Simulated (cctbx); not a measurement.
# Occupancies in Mn2NiS4

Cell a = 7.4780 Å, b = 7.4780 Å, c = 9.9540 Å, α = 90.00°, β = 90.00°, γ = 90.00°; space group I4_1/a (no. 88, origin choice 1); nominal formula Mn2NiS4.

Simulated single-crystal data (cctbx): Cu Kα, λ = 1.54184 Å, to d = 0.8 Å, 95 % of the full sphere, strongest reflection 70000 counts, noise from counting, a 3 % proportional error and a noise floor of 15 counts (s.d.); no absorption, and some extinction, which the refinements don't model.

With every site full:

```text
Rint 0.026, 285 unique reflections to 0.80 A
cycle     R1     wR2    GooF  max shift (A)
   1  0.1066  0.2518  14.587   0.00138
   2  0.0271  0.1023   5.924   0.00000
final R1 0.0271 wR2 0.1023 GooF 5.924  parameters 17  data/parameter 16.8
atom        x        y        z      Ueq    occ   su(xyz)  su(Uiso or U11)
Ni1    0.00000  0.00000  0.00000   0.0039  1.000  0.00000  0.0006
Mn1    0.50000  0.25000  0.12500   0.0096  1.000  0.00000  0.0006
S1     0.27029  0.52868  0.10867   0.0087  1.000  0.00017  0.0006
difference map: max 1.12 min -1.04 rms 0.20
Q1    0.0000  0.0000  0.0346    8    1.12  0.34 A from Ni1
Q2    0.0512  0.1836  0.4186   16    0.72  0.47 A from S1
Q3    0.0736  0.3284  0.9650   16    0.29  1.38 A from S1
Q4    0.0256  0.1135  0.7872   16    0.29  1.43 A from S1
Q5    0.1545  0.2382  0.8733   16    0.29  1.40 A from S1
Q6    0.1230  0.2213  0.7965   16    0.29  1.34 A from S1
```

With the occupancies of the suspect sites free, each still typed as its main element:

```text
Rint 0.026, 285 unique reflections to 0.80 A
cycle     R1     wR2    GooF  max shift (A)
   1  0.0658  0.1754  10.180   0.00108
   3  0.0074  0.0170   0.986   0.00001
final R1 0.0074 wR2 0.0170 GooF 0.986  parameters 18  data/parameter 15.8
atom        x        y        z      Ueq    occ   su(xyz)  su(Uiso or U11)
Ni1    0.00000  0.00000  0.00000   0.0078  1.000  0.00000  0.0001
Mn1    0.50000  0.25000  0.12500   0.0050  0.850  0.00000  0.0001
S1     0.27032  0.52853  0.10871   0.0121  1.000  0.00003  0.0001
su of occupancy Mn1: 0.001
difference map: max 0.17 min -0.24 rms 0.05
Q1    0.1241  0.2437  0.5035   16    0.17  1.33 A from S1
Q2    0.0972  0.0936  0.0020   16    0.16  1.01 A from Ni1
Q3    0.1552  0.2067  0.0016   16    0.14  1.93 A from Ni1
Q4    0.1012  0.2442  0.0832   16    0.13  2.13 A from S1
Q5    0.0877  0.3475  0.0210   16    0.13  1.92 A from S1
Q6    0.1536  0.2558  0.6854   16    0.13  1.30 A from Mn1
```

**Question.** What is the disorder?

X-rays count electrons. Mn1 refines to 0.850(0.001), or 21.2 electrons; the site truly holds 0.85 Mn, 21.2 electrons, which is 0.850 of Mn. A value under 1 can't tell vacancies from a lighter guest, and one over 1 needs a heavier guest; chemistry or a second radiation must settle which. Occupancy correlates with U and the scale, so the match is approximate.

Freeing them takes R1 from 0.0271 to 0.0074 and GooF from 5.92 to 0.99.

The model is made up (kin elements in a known structure type, no relaxation), so it says nothing on whether the phase exists.

[Middle refinement cycles are left out of these outputs.]

[Logs are printed without paths, hosts, clocks, repeated set-up lines and the standing remarks that a program may print on its own settings, such as how far it seeks lower states.]
